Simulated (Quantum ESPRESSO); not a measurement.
# MnO2: parallel and opposed starts, part 2 of 2

Aim: find out which collinear order of MnO2 costs least.

Quantum ESPRESSO 7.5; PBEsol with U = 3.2 eV on Mn d (ortho-atomic projectors); plane waves with GBRV 1.5 PBEsol potentials, no spin-orbit coupling.

So far: The structure; Start 1: ferro ++.

## (3) Run 2 (antiferro +−)

pw.in

```
&CONTROL
  calculation = 'scf'
  prefix = 'pwscf'
  outdir = './tmp'
  pseudo_dir = './pseudo'
  disk_io = 'nowf'
/
&SYSTEM
  ibrav = 0
  celldm(1) = 8
  nat = 6
  ntyp = 3
  ecutwfc = 40
  ecutrho = 280
  nbnd = 37
  occupations = 'smearing'
  smearing = 'fd'
  degauss = 0.00734986
  nspin = 2
  starting_magnetization(1) = 0.3
  starting_magnetization(2) = -0.3
  starting_magnetization(3) = 0
/
&ELECTRONS
  conv_thr = 1.2d-08
  electron_maxstep = 150
  mixing_beta = 0.3
/
ATOMIC_SPECIES
Mn1    54.9380 mn_pbesol_v1.5.uspp.F.UPF
Mn2    54.9380 mn_pbesol_v1.5.uspp.F.UPF
O      15.9990 o_pbesol_v1.2.uspp.F.UPF
CELL_PARAMETERS alat
   1.0229503181482    0.0000000000000    0.0000000000000
   0.0000000000000    1.0540686035934    0.0000000000000
   0.0000000000000    0.0000000000000    0.6761621487619
ATOMIC_POSITIONS crystal
Mn1     0.0000000000    0.0000000000    0.0000000000
Mn2     0.5000000000    0.5000000000    0.5000000000
O       0.7860076400    0.1770373300    0.5000000000
O       0.7139923600    0.6770373300    0.0000000000
O       0.2860076400    0.3229626700    0.0000000000
O       0.2139923600    0.8229626700    0.5000000000
K_POINTS automatic
8 8 8 0 0 0
HUBBARD {ortho-atomic}
U Mn1-3d 3.2000
U Mn2-3d 3.2000
```

The run is started by

```bash
> OMP_NUM_THREADS=1 mpirun -n 2 pw.x -nk 2 -in pw.in > pw.out
```

What it wrote:

```text
[banner, memory and clock lines left out]
Program PWSCF v.7.5 starts

     Message from routine setup:
     using ibrav=0 with symmetry is DISCOURAGED, use correct ibrav instead

     bravais-lattice index     =            0
     lattice parameter (alat)  =       8.0000  a.u.
     unit-cell volume          =     373.2882 (a.u.)^3
     number of atoms/cell      =            6
     number of atomic types    =            3
     number of electrons       =        54.00
     number of Kohn-Sham states=           37
     kinetic-energy cutoff     =      40.0000  Ry
     charge density cutoff     =     280.0000  Ry
     scf convergence threshold =      1.2E-08
     mixing beta               =       0.3000
     number of iterations used =            8  plain     mixing
     Exchange-correlation= SLA  PW   PSX  PSC
                           (   1   4  10   8   0   0   0)
     Hubbard projectors: ortho-atomic
     Hubbard parameters of DFT+U (Dudarev formulation) in eV:
     U(Mn1-3d) =  3.2000
     U(Mn2-3d) =  3.2000

     Internal variables: lda_plus_u =T, lda_plus_u_kind = 0

     Internal variables: orbital_resolved =F, hub_pot_fix =F, apply_U = F

     celldm(1)=   8.000000  celldm(2)=   0.000000  celldm(3)=   0.000000
     celldm(4)=   0.000000  celldm(5)=   0.000000  celldm(6)=   0.000000

     crystal axes: (cart. coord. in units of alat)
               a(1) = (   1.022950   0.000000   0.000000 )
               a(2) = (   0.000000   1.054069   0.000000 )
               a(3) = (   0.000000   0.000000   0.676162 )

     reciprocal axes: (cart. coord. in units 2 pi/alat)
               b(1) = (  0.977565  0.000000  0.000000 )
               b(2) = (  0.000000  0.948705  0.000000 )
               b(3) = (  0.000000  0.000000  1.478935 )

     PseudoPot. # 1 for Mn read from file:
     mn_pbesol_v1.5.uspp.F.UPF
     Pseudo is Ultrasoft + core correction, Zval = 15.0

     PseudoPot. # 2 for Mn read from file:
     mn_pbesol_v1.5.uspp.F.UPF
     Pseudo is Ultrasoft + core correction, Zval = 15.0

     PseudoPot. # 3 for O  read from file:
     o_pbesol_v1.2.uspp.F.UPF
     Pseudo is Ultrasoft + core correction, Zval =  6.0

     atomic species   valence    mass     pseudopotential
     Mn1              15.00    54.93800     Mn( 1.00)
     Mn2              15.00    54.93800     Mn( 1.00)
     O                 6.00    15.99900     O ( 1.00)

     Starting magnetic structure
     atomic species   magnetization
     Mn1             0.300
     Mn2            -0.300
     O               0.000

      4 Sym. Ops., with inversion, found

   Cartesian axes

     site n.     atom                  positions (alat units)
         1        Mn1    tau(   1) = (   0.0000000   0.0000000   0.0000000  )
         2        Mn2    tau(   2) = (   0.5114752   0.5270343   0.3380811  )
         3        O      tau(   3) = (   0.8040468   0.1866095   0.3380811  )
         4        O      tau(   4) = (   0.7303787   0.7136438   0.0000000  )
         5        O      tau(   5) = (   0.2925716   0.3404248   0.0000000  )
         6        O      tau(   6) = (   0.2189036   0.8674591   0.3380811  )

     number of k points=   170  Fermi-Dirac smearing, width (Ry)=  0.0073

     Number of k-points >= 100: set verbosity='high' to print them.

     Dense  grid:    29571 G-vectors     FFT dimensions: (  45,  45,  30)

     Smooth grid:    12761 G-vectors     FFT dimensions: (  36,  36,  24)

     Check: negative core charge=   -0.000046
     Generating pointlists ...
     new r_m :   0.1831 (alat units)  1.4648 (a.u.) for type    1
     new r_m :   0.1831 (alat units)  1.4648 (a.u.) for type    2
     new r_m :   0.1831 (alat units)  1.4648 (a.u.) for type    3

     Initial potential from superposition of free atoms

     starting charge      52.9998, renormalised to      54.0000

     STARTING HUBBARD OCCUPATIONS:

     =================== HUBBARD OCCUPATIONS ===================
     ------------------------ ATOM    1 ------------------------
     Tr[ns(  1)] (up, down, total) =   5.00000  0.00000  5.00000
     Atomic magnetic moment for atom   1 =   5.00000
     [... lines left out ...]
     ------------------------ ATOM    2 ------------------------
     Tr[ns(  2)] (up, down, total) =   0.00000  5.00000  5.00000
     Atomic magnetic moment for atom   2 =  -5.00000
     [... lines left out ...]
     Number of occupied Hubbard levels =   10.0000

     Atomic wfc used for Hubbard projectors are orthogonalized

     Starting wfcs are   42 randomized atomic wfcs

     Self-consistent Calculation

     iteration #  1     ecut=    40.00 Ry     beta= 0.30
     Davidson diagonalization with overlap
     ethr =  1.00E-02,  avg # of iterations =  3.3

     =================== HUBBARD OCCUPATIONS ===================
     ------------------------ ATOM    1 ------------------------
     Tr[ns(  1)] (up, down, total) =   3.54943  0.38751  3.93694
     Atomic magnetic moment for atom   1 =   3.16191
     [... lines left out ...]
     ------------------------ ATOM    2 ------------------------
     Tr[ns(  2)] (up, down, total) =   0.38751  3.54938  3.93689
     Atomic magnetic moment for atom   2 =  -3.16186
     [... lines left out ...]
     Number of occupied Hubbard levels =    7.8738

     total energy              =    -549.97759952 Ry
     estimated scf accuracy    <       4.33570638 Ry

     total magnetization       =    -0.00 Bohr mag/cell
     absolute magnetization    =     6.61 Bohr mag/cell

     iteration #  2     ecut=    40.00 Ry     beta= 0.30
     Davidson diagonalization with overlap
     ethr =  8.03E-03,  avg # of iterations =  2.0

     total energy              =    -550.74487434 Ry
     estimated scf accuracy    <       0.73568057 Ry

     total magnetization       =    -0.00 Bohr mag/cell
     absolute magnetization    =     6.66 Bohr mag/cell

     [... further iterations left out ...]

     iteration # 14     ecut=    40.00 Ry     beta= 0.30
     Davidson diagonalization with overlap
     ethr =  1.04E-09,  avg # of iterations =  1.1

     negative rho (up, down):  0.000E+00 5.262E-05

     total energy              =    -550.91900934 Ry
     estimated scf accuracy    <       0.00000007 Ry

     total magnetization       =     0.00 Bohr mag/cell
     absolute magnetization    =     6.29 Bohr mag/cell

     iteration # 15     ecut=    40.00 Ry     beta= 0.30
     Davidson diagonalization with overlap
     ethr =  1.24E-10,  avg # of iterations =  2.0

     negative rho (up, down):  0.000E+00 5.257E-05

     Magnetic moment per site  (integrated on atomic sphere of radius R)
     atom   1 (R=0.183)  charge= 11.6205  magn=  2.5379
     atom   2 (R=0.183)  charge= 11.6195  magn= -2.5377
     atom   3 (R=0.183)  charge=  5.2077  magn=  0.0194
     atom   4 (R=0.183)  charge=  5.2091  magn= -0.0194
     atom   5 (R=0.183)  charge=  5.2091  magn= -0.0194
     atom   6 (R=0.183)  charge=  5.2077  magn=  0.0194

     End of self-consistent calculation

     =================== HUBBARD OCCUPATIONS ===================
     ------------------------ ATOM    1 ------------------------
     Tr[ns(  1)] (up, down, total) =   3.97937  1.06894  5.04831
     Atomic magnetic moment for atom   1 =   2.91043
     [... lines left out ...]
     ------------------------ ATOM    2 ------------------------
     Tr[ns(  2)] (up, down, total) =   1.06892  3.97940  5.04831
     Atomic magnetic moment for atom   2 =  -2.91048
     [... lines left out ...]
     Number of occupied Hubbard levels =   10.0966

     Number of k-points >= 100: set verbosity='high' to print the bands.

     the Fermi energy is    10.7069 ev

!    total energy              =    -550.91900943 Ry
     estimated scf accuracy    <          9.2E-09 Ry
     smearing contrib. (-TS)   =      -0.00040437 Ry
     internal energy E=F+TS    =    -550.91860507 Ry

     The total energy is F=E-TS. E is the sum of the following terms:
     one-electron contribution =    -260.21639481 Ry
     hartree contribution      =     157.27737803 Ry
     xc contribution           =     -81.23667501 Ry
     ewald contribution        =    -367.05426134 Ry
     Hubbard energy            =       0.31134806 Ry

     total magnetization       =     0.00 Bohr mag/cell
     absolute magnetization    =     6.29 Bohr mag/cell

     convergence has been achieved in  15 iterations
```

Elapsed: 3.1 min, on 2 MPI ranks of Intel Xeon Platinum 8488C (Sapphire Rapids), shared host; peak memory 0.64 GiB.

Spin moment in the atom's sphere by atom:

```csv
atom,spin moment in the atom's sphere (μB)
Mn1,2.54
Mn2,-2.54
O3,0.02
O4,-0.02
O5,-0.02
O6,0.02
```

Numbers from this step:

```yaml
smearing_term_ts: 0.005502 eV
magnetization: 0 μB
absolute_magnetization: 6.287 μB
final_state: antiferromagnetic
```

## (4) Start 3: no spin polarisation

Changes to pw.in since step 3:

```diff
@@ -11,3 +11,3 @@
   nat = 6
-  ntyp = 3
+  ntyp = 2
   ecutwfc = 40
@@ -18,6 +18,2 @@
   degauss = 0.00734986
-  nspin = 2
-  starting_magnetization(1) = 0.3
-  starting_magnetization(2) = -0.3
-  starting_magnetization(3) = 0
 /
@@ -29,4 +25,3 @@
 ATOMIC_SPECIES
-Mn1    54.9380 mn_pbesol_v1.5.uspp.F.UPF
-Mn2    54.9380 mn_pbesol_v1.5.uspp.F.UPF
+Mn     54.9380 mn_pbesol_v1.5.uspp.F.UPF
 O      15.9990 o_pbesol_v1.2.uspp.F.UPF
@@ -37,4 +32,4 @@
 ATOMIC_POSITIONS crystal
-Mn1     0.0000000000    0.0000000000    0.0000000000
-Mn2     0.5000000000    0.5000000000    0.5000000000
+Mn      0.0000000000    0.0000000000    0.0000000000
+Mn      0.5000000000    0.5000000000    0.5000000000
 O       0.7860076400    0.1770373300    0.5000000000
@@ -46,3 +41,2 @@
 HUBBARD {ortho-atomic}
-U Mn1-3d 3.2000
-U Mn2-3d 3.2000
+U Mn-3d 3.2000
```

What it wrote:

```text
     [... lines left out ...]
Program PWSCF v.7.5 starts
     [... lines left out ...]
     number of atoms/cell      =            6
     [... lines left out ...]
     number of electrons       =        54.00
     number of Kohn-Sham states=           37
     kinetic-energy cutoff     =      40.0000  Ry
     charge density cutoff     =     280.0000  Ry
     scf convergence threshold =      1.2E-08
     [... lines left out ...]
      8 Sym. Ops., with inversion, found ( 4 have fractional translation)
     [... lines left out ...]
     number of k points=   125  Fermi-Dirac smearing, width (Ry)=  0.0073
     [... lines left out ...]
     iteration # 27     ecut=    40.00 Ry     beta= 0.30
     [... lines left out ...]
     Tr[ns(  1)] =   5.31538
     [... lines left out ...]
     Tr[ns(  2)] =   5.31538
     [... lines left out ...]
     the Fermi energy is    10.4254 ev
!    total energy              =    -550.62766311 Ry
     estimated scf accuracy    <       0.00000001 Ry
     smearing contrib. (-TS)   =      -0.01335533 Ry
     [... lines left out ...]
     convergence has been achieved in  27 iterations
```

The job ended after 1.9 min (2 MPI ranks; peak memory 0.33 GiB).

Numbers from this step:

```yaml
smearing_term_ts: 0.1817 eV
final_state: non-magnetic (no spin polarisation)
```

## (5) The states side by side

An order is kept where moments of 0.15 μB or more survive with the typed signs; meshes match where a doubled cell samples the same k points as the first cell.

Orders:

```csv
start,final state,typed order kept,energy over the lowest (meV a seeded atom),largest site moment (μB),net moment (μB a cell of the first run),mesh matched,CPU time (s)
ferro ++,ferromagnetic,yes,19.54,2.655,6.004,yes,319.2
antiferro +-,antiferromagnetic,yes,0,2.538,0,yes,366.1
no spin polarisation,non-magnetic,-,1982,0,0,yes,231.9
```

## (6) Occupations of the corrected shells in the lowest state

Occupations of the Hubbard shells:

```csv
block,type,shell,spin,electrons,occupation numbers
1,Mn1,3d,up,3.979,0.502 0.505 0.990 0.991 0.991
1,Mn1,3d,down,1.069,0.090 0.157 0.177 0.313 0.333
2,Mn2,3d,up,1.069,0.090 0.157 0.177 0.313 0.333
2,Mn2,3d,down,3.979,0.502 0.505 0.990 0.991 0.991
```

## (7) Results

| Property | Result |
| --- | --- |
| lowest state found | antiferromagnetic (from antiferro +-) |
| largest site moment | 2.54 μB |
| next state with moments | ferromagnetic, 19.5 meV a seeded atom higher |
| state without moments (under the same U) | 1982 meV a seeded atom higher |

Under a U the spinless run pays the Hubbard penalty of a partly filled shell, so its energy overstates what forming the moments gains. The smearing terms TS of the orders run from 2.8 to 10 meV a seeded atom, so the differences would change at a smaller width: an order with a larger TS is lowered more by the smearing. This is the lowest of 3 collinear or spinless starts, no proof of the ground state. Energies are free energies at an electronic temperature of 1160 K, which lowers moments and differences where the moments are itinerant.

[Logs and program files are shortened in this print: banners, set-up blocks, solver, clock and traceback lines can be left out without a mark of their own.]

[Logs are printed without paths, hosts, clocks, repeated set-up lines and the standing remarks that a program may print on its own settings, such as how far it seeks lower states.]

[Hosts, paths, dates, database ids (printed as entryN), source tags and the programs' standing remarks are cut or masked in the printed files.]

[Where a cell is said to come from a database of computed structures, the database is the Materials Project.]
